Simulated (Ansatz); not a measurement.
# MgGaB4: relaxing a made-up structure, part 2 of 2

This structure for MgGaB4 is made up. Its elements were placed in a known structure type with a cell scaled to their sizes. What cell does the guess relax to, and how far off was it?

Ansatz 0.2.0; DFT, PBEsol, plane-wave PAW, files of the set soft_1, scalar-relativistic, no spin, cell and ions relaxed at zero pressure; PAW set soft_1 (the session's first sound run).

So far: Starting point; Relaxation of the guess.

## Step 2: Relaxation of the guess (continued)

Step by step:

```
step  energy less that of the first step (eV)  largest force component (eV/Å)  pressure (GPa)  volume (Å³)
   1                                   0.0000                          0.7379            8.48        53.52
   2                                  -0.1641                          0.2672            4.15        54.22
   3                                  -0.1976                          0.0088            0.67        55.38
   4                                  -0.1995                          0.0049           -0.03        55.50
   5                                  -0.1996                          0.0010            0.02        55.50
  6*                                  -0.2017                          0.0008            0.07        55.50
   7                                  -0.2017                          0.0000            0.00        55.52
  8*                                  -0.2017                          0.0001            0.00        55.52
```

Relaxation steps marked * repeat the geometry before them on a plane-wave basis chosen anew for their cell, so energy and pressure can jump there.

Forces are held to the 24 operations that the run works with; a distortion that breaks them can't arise in this run.

```
conventional cell, symmetrised  before  after  change
                         a (Å)   3.016  3.064  +1.6 %
                         b (Å)   3.016  3.064  +1.6 %
                         c (Å)   6.794  6.831  +0.5 %
              volume (Å³/atom)    8.92   9.25  +3.7 %
```

The atoms that moved most (Å, as changes of fractional coordinates times the final cell):

```
atom     dx     dy      dz  length
  B4  0.000  0.000   0.106   0.106
  B6  0.000  0.000   0.106   0.106
  B5  0.000  0.000  -0.106   0.106
  B3  0.000  0.000  -0.106   0.106
```

Final coordinates:

```cif
data_structure
_symmetry_space_group_name_H-M 'P 1'
_symmetry_Int_Tables_number 1
_cell_length_a 3.0637
_cell_length_b 3.0637
_cell_length_c 6.8306
_cell_angle_alpha 90.000
_cell_angle_beta 90.000
_cell_angle_gamma 120.000
_cell_volume 55.52
loop_
_atom_site_label
_atom_site_type_symbol
_atom_site_fract_x
_atom_site_fract_y
_atom_site_fract_z
_atom_site_occupancy
Ga1 Ga 0.00000 0.00000 0.00000 1
Mg2 Mg 0.00000 0.00000 0.50000 1
B3 B 0.66667 0.33333 0.75638 1
B4 B 0.33333 0.66667 0.24362 1
B5 B 0.33333 0.66667 0.75638 1
B6 B 0.66667 0.33333 0.24362 1
```

Numbers from this step:

```
free energy             : -6265.4149 eV
energy at zero smearing : -6265.4089 eV
smearing term TS        : 0.01201 eV
Fermi energy            : 11.08 eV
electrons               : 35
symmetry operations     : 24
pressure                : 1.66e-4 GPa
```

Shortest distances by pair of elements, guess and relaxed (not always the same contact):

```
 pair  guess (Å)  relaxed (Å)
  B–B      1.741        1.769
 B–Ga      2.331        2.429
 B–Mg      2.539        2.489
Ga–Ga      3.016        3.064
Mg–Mg      3.016        3.064
```

The relaxation ends with a largest force component of 5.6e-5 eV/Å and a pressure of 0.00 GPa.

## Step 3: Bands of the relaxed cell

With the geometry fixed, one more self-consistent run, with a narrower smearing and the mesh shown in its input, gives the bands, and its pressure, and its forces where symmetry allows any, show how far the geometry depends on these settings.

This step: DFT, PBEsol, plane-wave PAW, files of the set soft_1, scalar-relativistic, no spin, bands and density of states at the relaxed cell; PAW set soft_1 (Ansatz 0.2.0).

input.yaml

```yaml
crystal:
  lattice:
    - [3.0636865613, 0.0, 0.0]
    - [-1.5318432806, 2.6532303913, 0.0]
    - [0.0, 0.0, 6.830608248]
  atoms:
    - { symbol: Ga, position: [0.0, 0.0, 0.0] }
    - { symbol: Mg, position: [0.0, 0.0, 0.5] }
    - { symbol: B, position: [0.6666666667, 0.3333333333, 0.756382278] }
    - { symbol: B, position: [0.3333333333, 0.6666666667, 0.243617722] }
    - { symbol: B, position: [0.3333333333, 0.6666666667, 0.756382278] }
    - { symbol: B, position: [0.6666666667, 0.3333333333, 0.243617722] }
kpoints:
  mp_grid: { grid: [12, 12, 6] }
  band_path:
    path:
      - [[0.0, 0.0, 0.0], [0.5, 0.0, 0.0], [0.33333333, 0.33333333, 0.0], [0.0, 0.0, 0.0], [0.0, 0.0, 0.5], [0.5, 0.0, 0.5], [0.33333333, 0.33333333, 0.5], [0.0, 0.0, 0.5]]
      - [[0.5, 0.0, 0.5], [0.5, 0.0, 0.0]]
      - [[0.33333333, 0.33333333, 0.0], [0.33333333, 0.33333333, 0.5]]
    npoints: 8
scf:
  occupations: { method: fermi_dirac, width: 0.03 }
  n_extra_bands: 10
hamiltonian:
  xc: pbesol
  pseudopotentials: { kind: paw, azcp: { folder: soft_1 }, xc_functional: pbe }
output:
  forces: true
  stress: true
  write_bands: true
  dos: { projected: true }
  write_density: true
  write_potential: true
  elf: true
  volumetric_format: npy
```

Command:

```console
$ ansatz run input.yaml --threads 4 --pin off --max-ram 10240MiB --backend cpu --events-out ev --progress --plain --runs-dir out
```

Numbers of over 12 decimals in the logs are rounded to 6 here.

Output:

```text
[...]
Crystal: 6 atoms, lattice volume = 55.524 Å³
Basis set: ecut = 420 eV, 1103 PW (Γ), exchange–correlation on 48×48×96 points (8 copies of the dense FFT grid, shifted against one another)
Bands: 28, of which v1, the nominal top of the filled ones, is band 18 counted from 1 (17 counted from 0)
Symmetry: 24 space group operations
[...]
k-points: 76 of 864
[...]
SCF iter   1: F=—  HF=-6268.417565 eV  |F-HF|=—  |Δ(HF+E_count)|=         —  Δρ=8.78e-2  dr2=9.61e0  ethr=3.10e-3  ⟨swp⟩=6.0  Hψ=10081  notcnv=0  defer=4
[...]
SCF iter   9: F=-6265.408956 eV  HF=-6265.408956 eV  |F-HF|=2.24e-8  |Δ(HF+E_count)|=   4.93e-8  Δρ=4.12e-6  dr2=2.67e-8  ethr=2.86e-10  ⟨swp⟩=11.9  Hψ=15618  notcnv=0
SCF 1 converged in 9 iterations: F = -6265.408956 eV  dr2 = 2.67e-8
[...]
NSCF: frozen V_eff on 75 k-points
SCF converged after 9 iterations
Free energy (F): -6265.408956 eV
[...]
Internal energy: -6265.404344 eV  (E = F + TS)
E sigma→0 (E₀):  -6265.406650 eV
Entropy (-TS):   -0.004612 eV (-0.769 meV/atom)
Fermi energy:    11.183548 eV
[...]
--- Forces (eV/Å), atoms counted from 1 ---
  atom   1  Ga     0.00000000     0.00000000     0.00000000
  atom   2  Mg     0.00000000    -0.00000000     0.00000000
  atom   3  B     -0.00000000     0.00000000     0.01605984
  atom   4  B     -0.00000000    -0.00000000    -0.01605984
  atom   5  B      0.00000000    -0.00000000     0.01605984
  atom   6  B      0.00000000     0.00000000    -0.01605984
  max |Σ_I F_I| component: 3.70e-17 eV/Å
--- Stress (GPa, compression-positive) ---
        0.083913      -0.000000       0.000000
       -0.000000       0.083913       0.000000
        0.000000       0.000000      -0.463881
  P = ⅓ Tr σ = -0.0987 GPa (-0.987 kbar)
--- Band table (eV; the first three rows and the last of 76) ---
  k-point 0: bands = [... 14 lower, 10.9607, 11.2777, 11.2777, 11.7597, 15.7415, 15.7415, 17.4062, 17.4062, ... 6 higher]
  k-point 1: bands = [... 14 lower, 10.9802, 11.2553, 11.2553, 12.4797, 15.7581, 15.7581, 17.3632, 17.3632, ... 6 higher]
  k-point 2: bands = [... 14 lower, 11.0335, 11.1960, 11.1960, 14.0535, 15.7932, 15.7932, 17.2769, 17.2769, ... 6 higher]
  k-point 75: bands = [... 14 lower, 4.4301, 9.4053, 9.4053, 10.4658, 10.4658, 11.2810, 15.0683, 19.9878, ... 6 higher]
```

Elapsed: 3.6 s, on 4 threads of Arm Neoverse V1, shared host; peak memory 0.41 GiB.

This step gave:

```yaml
free_energy: -6265.4090 eV
energy_at_zero_smearing: -6265.4067 eV
smearing_term_ts: 0.004612 eV
fermi_energy: 11.18 eV
pressure: -0.09869 GPa
```

bands.tsv at the labelled points (eV, zero at the Fermi level; the bands that come nearest the Fermi level along the path):

```
point  band 14  band 15  band 16  band 17  band 18  band 19  band 20  band 21
    Γ    -0.22    -0.22     0.09     0.09     0.58     4.56     4.56     6.22
    M    -5.02    -3.48    -3.26    -2.42     0.08     2.09     2.89     4.22
    K    -6.76    -6.46    -3.30    -3.30    -0.69     1.59     1.59     5.36
    Γ    -0.22    -0.22     0.09     0.09     0.58     4.56     4.56     6.22
    A    -0.09    -0.09    -0.05    -0.05     4.53     4.63     4.63     4.99
    L    -3.45    -3.16    -2.56    -2.16    -2.07    -0.63     3.08     4.15
    H    -7.29    -6.75    -1.78    -1.78    -0.72    -0.72     0.10     3.88
    A    -0.09    -0.09    -0.05    -0.05     4.53     4.63     4.63     4.99
    L    -3.45    -3.16    -2.56    -2.16    -2.07    -0.63     3.08     4.15
    M    -5.02    -3.48    -3.26    -2.42     0.08     2.09     2.89     4.22
    K    -6.76    -6.46    -3.30    -3.30    -0.69     1.59     1.59     5.36
    H    -7.29    -6.75    -1.78    -1.78    -0.72    -0.72     0.10     3.88
```

States per cell as run, both spins, in windows of 1 eV, from dos.tsv (zero at the Fermi level):

| from | to | total |
| --- | --- | --- |
| -8 | -7 | 1.33 |
| -7 | -6 | 1.40 |
| -6 | -5 | 1.48 |
| -5 | -4 | 1.63 |
| -4 | -3 | 1.90 |
| -3 | -2 | 2.12 |
| -2 | -1 | 1.46 |
| -1 | 0 | 1.26 |
| 0 | 1 | 0.75 |
| 1 | 2 | 1.01 |
| 2 | 3 | 1.22 |
| 3 | 4 | 1.36 |
| 4 | 5 | 1.63 |
| 5 | 6 | 2.33 |

A further 22.5 states lie below the table's range.

Electrostatic potential energy in the ac plane at fractional y = 0.000, with atoms of Ga and Mg within 0.2 Å of it. With pseudopotentials it is smooth inside the atoms' cores, unlike the true potential.

Ten even steps from '_' (-50 eV) to '@' (37 eV), each cell a mean:
```
@@@@@@##++++**######**++++##@@@@
%%%%##++++****######****++++##%%
++++++********######********++++
********************************
##########**************########
##########**************########
##########**************########
********####**********####******
++**********##########**********
::::==++******######******++==::
______--++****######****++--____
______::++******##******++::____
______::++****######****++::____
....--++******######******++--..
++++++******##########******++++
**********##**********##********
##########**************########
##########**************########
##########**************########
********************************
++++++**********************++++
####**++++****######****++++**##
@@@@%%**++****######****++**%%@@
@@@@@@##++++****##****++++##@@@@
```
Columns run along a (3.1 Å; values clipped at the 3rd and 97th percentile), rows up along c (6.8 Å). Atoms in or near the plane, at fractional coordinates: Ga at (0.00, 0.00), Mg at (0.00, 0.50).

ELF in the ac plane at fractional y = 0.000, with atoms of Ga and Mg within 0.2 Å of it. It is the smooth field of the valence electrons, not physical close to the nuclei.

Values, 24 rows by 16 columns, each cell a mean:
```
0.02 0.02 0.06 0.15 0.23 0.23 0.24 0.26 0.25 0.26 0.24 0.23 0.23 0.15 0.06 0.02
0.08 0.10 0.15 0.22 0.24 0.26 0.34 0.38 0.39 0.38 0.34 0.26 0.24 0.22 0.15 0.10
0.20 0.20 0.21 0.23 0.29 0.41 0.53 0.60 0.63 0.60 0.53 0.41 0.29 0.23 0.21 0.20
0.16 0.16 0.19 0.26 0.39 0.55 0.69 0.76 0.79 0.76 0.69 0.55 0.39 0.26 0.19 0.16
0.09 0.11 0.16 0.27 0.45 0.65 0.79 0.86 0.88 0.86 0.79 0.65 0.45 0.27 0.16 0.11
0.06 0.08 0.14 0.28 0.49 0.69 0.83 0.90 0.92 0.90 0.83 0.69 0.49 0.28 0.14 0.08
0.06 0.08 0.14 0.29 0.50 0.69 0.82 0.88 0.90 0.88 0.82 0.69 0.50 0.29 0.14 0.08
0.05 0.06 0.13 0.26 0.47 0.65 0.77 0.83 0.85 0.83 0.77 0.65 0.47 0.26 0.13 0.06
0.05 0.04 0.06 0.13 0.31 0.53 0.66 0.73 0.75 0.73 0.66 0.53 0.31 0.13 0.06 0.04
0.25 0.23 0.16 0.07 0.08 0.25 0.44 0.53 0.56 0.53 0.44 0.25 0.08 0.07 0.16 0.23
0.26 0.29 0.33 0.21 0.06 0.08 0.21 0.32 0.35 0.32 0.21 0.08 0.06 0.21 0.33 0.29
0.09 0.15 0.31 0.32 0.10 0.04 0.11 0.19 0.21 0.19 0.11 0.04 0.10 0.32 0.31 0.15
0.18 0.23 0.35 0.27 0.07 0.05 0.15 0.25 0.27 0.25 0.15 0.05 0.07 0.27 0.35 0.23
0.30 0.29 0.22 0.10 0.06 0.18 0.38 0.48 0.50 0.48 0.38 0.18 0.06 0.10 0.22 0.29
0.09 0.08 0.06 0.08 0.22 0.44 0.60 0.67 0.69 0.67 0.60 0.44 0.22 0.08 0.06 0.08
0.04 0.06 0.11 0.24 0.44 0.62 0.74 0.81 0.82 0.81 0.74 0.62 0.44 0.24 0.11 0.06
0.06 0.08 0.14 0.29 0.49 0.68 0.81 0.87 0.89 0.87 0.81 0.68 0.49 0.29 0.14 0.08
0.06 0.07 0.14 0.28 0.49 0.70 0.83 0.90 0.92 0.90 0.83 0.70 0.49 0.28 0.14 0.07
0.08 0.09 0.15 0.27 0.47 0.67 0.81 0.88 0.90 0.88 0.81 0.67 0.47 0.27 0.15 0.09
0.13 0.14 0.18 0.27 0.42 0.59 0.73 0.81 0.83 0.81 0.73 0.59 0.42 0.27 0.18 0.14
0.20 0.20 0.21 0.23 0.32 0.46 0.58 0.65 0.68 0.65 0.58 0.46 0.32 0.23 0.21 0.20
0.14 0.15 0.19 0.23 0.25 0.31 0.40 0.46 0.47 0.46 0.40 0.31 0.25 0.23 0.19 0.15
0.02 0.03 0.07 0.17 0.23 0.23 0.26 0.28 0.27 0.28 0.26 0.23 0.23 0.17 0.07 0.03
0.25 0.02 0.03 0.12 0.22 0.23 0.22 0.22 0.20 0.22 0.22 0.23 0.22 0.12 0.03 0.02
```
Columns run along a (3.1 Å), rows up along c (6.8 Å). Atoms in or near the plane, at fractional coordinates: Ga at (0.00, 0.00), Mg at (0.00, 0.50).

Valence density in the ac plane at fractional y = 0.000, with atoms of Ga and Mg within 0.2 Å of it. It is the smooth field of the valence electrons, not physical close to the nuclei.

Ten steps, logarithmic in the rise over the least value, from '_' (0 e/Å³) to '@' (46 e/Å³), each cell a mean:
```
%%%%++--..______________..--++%%
++==--....______________....--==
........__________________......
____________..........__________
__________..............________
__________......::......________
__________..............________
____________..........__________
________________________________
----..______________________..--
##**++::__________________::++**
%%%%**--__________________--**%%
%%##++::__________________::++##
====::______________________::==
________________________________
______________......____________
__________..............________
__________......::......________
__________..............________
__________..............________
......__________..__________....
----::....______________....::--
%%##++::..______________..::++##
@@@@**--....__________....--**@@
```
Columns run along a (3.1 Å), rows up along c (6.8 Å). Atoms in or near the plane, at fractional coordinates: Ga at (0.00, 0.00), Mg at (0.00, 0.50).

## Step 4: Results

| Property | Result |
| --- | --- |
| space group, relaxed | P6/mmm |
| conventional cell | a = 3.064, b = 3.064, c = 6.831 Å; α = 90.0°, β = 90.0°, γ = 120.0° |
| volume per atom | 9.25 Å³ (guess 8.92) |

MgGaB4 relaxes to P6/mmm with a = 3.064, b = 3.064 and c = 6.831 Å. The guessed volume was 4 % too small. The space group P6/mmm was held in the relaxation, so the end point is a stationary structure within it and may be a saddle against distortions or other arrangements. Bands cross the Fermi level, so it is a metal or semimetal at this level. The electron count is odd, which forces that without spin polarisation or a larger cell. On the 12×12×6 mesh with the narrower smearing (relaxed on 10×10×4) the largest force component is 0.016 eV/Å and the largest stress component is 0.464 GPa, against the relaxation's thresholds of 0.015 eV/Å and 0.05 GPa. The cutoff wasn't tested. No dispersion term is used, so weakly bound directions may come out too long. Nothing here tests whether the compound is stable against decomposition.

[Logs are printed without paths, hosts, clocks, repeated set-up lines and the standing remarks that a program may print on its own settings, such as how far it seeks lower states.]

[Hosts, paths, dates, database ids (printed as entryN), source tags and the programs' standing remarks are cut or masked in the printed files.]
